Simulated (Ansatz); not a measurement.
An input for Ansatz 0.2.0 (BaNaYWO6 (F-43m)):

```yaml
crystal:
  lattice:
    - [0.0, 4.20678254, 4.20678254]
    - [4.20678254, 0.0, 4.20678254]
    - [4.20678254, 4.20678254, 0.0]
  atoms:
    - { symbol: Na, position: [0.25, 0.25, 0.25] }
    - { symbol: Ba, position: [0.75, 0.75, 0.75] }
    - { symbol: "Y", position: [0.5, 0.5, 0.5] }
    - { symbol: W, position: [0.0, 0.0, 0.0] }
    - { symbol: O, position: [0.7675462, 0.2324538, 0.2324538] }
    - { symbol: O, position: [0.2324538, 0.7675462, 0.7675462] }
    - { symbol: O, position: [0.7675462, 0.7675462, 0.2324538] }
    - { symbol: O, position: [0.2324538, 0.2324538, 0.7675462] }
    - { symbol: O, position: [0.2324538, 0.7675462, 0.2324538] }
    - { symbol: O, position: [0.7675462, 0.2324538, 0.7675462] }
kpoints:
  mp_grid: { grid: [4, 4, 4] }
  band_path:
    path:
      - [0.0, 0.0, 0.0]
      - [-0.5, -0.5, 0.0]
      - [-0.375, -0.375, 0.25]
      - [-0.375, 0.0, 0.375]
      - [0.0, 0.0, 0.5]
      - [-0.5, -0.25, 0.25]
    npoints: 1
hamiltonian:
  xc: pbe0
  pseudopotentials: { kind: paw, azcp: { folder: soft_1 } }
scf:
  occupations: { method: fixed }
  n_extra_bands: 7
output:
  eigenvalues: true
```

```sh
ansatz run input.yaml --threads 2 --pin off --max-ram 92160MiB --backend cuda --events-out ev --progress --plain --runs-dir out --devices 1 --max-vram 13GiB
```

Question: How long will it take on 1 × NVIDIA H100 80GB HBM3 (shared by 6 runs) with 2 threads of AMD EPYC 7R13 (Zen 3), shared host, and how much memory?

It took 45 s; on shared hardware allow 23 s to 91 s. Peak host memory was 1.4 GiB. The sizes that set the cost: 2891 plane waves a state, 8 irreducible k points and 20 SCF cycles.

Exact exchange couples every pair of k points and filled bands, so it costs far more than a semilocal run.

[Paths, hosts, dates, memory and timing lines, banners, echoed tables and standing remarks are left out of the program output.]

[Logs are printed without paths, hosts, clocks, repeated set-up lines and the standing remarks that a program may print on its own settings, such as how far it seeks lower states.]

[Runs of the session that timed out or met a known fault of the program may be left out.]

[Cells called generated may have been cut or substituted from an entry of the Crystallography Open Database or the Materials Project.]

[Hosts, paths, dates, database ids (printed as entryN), source tags and the programs' standing remarks are cut or masked in the printed files.]
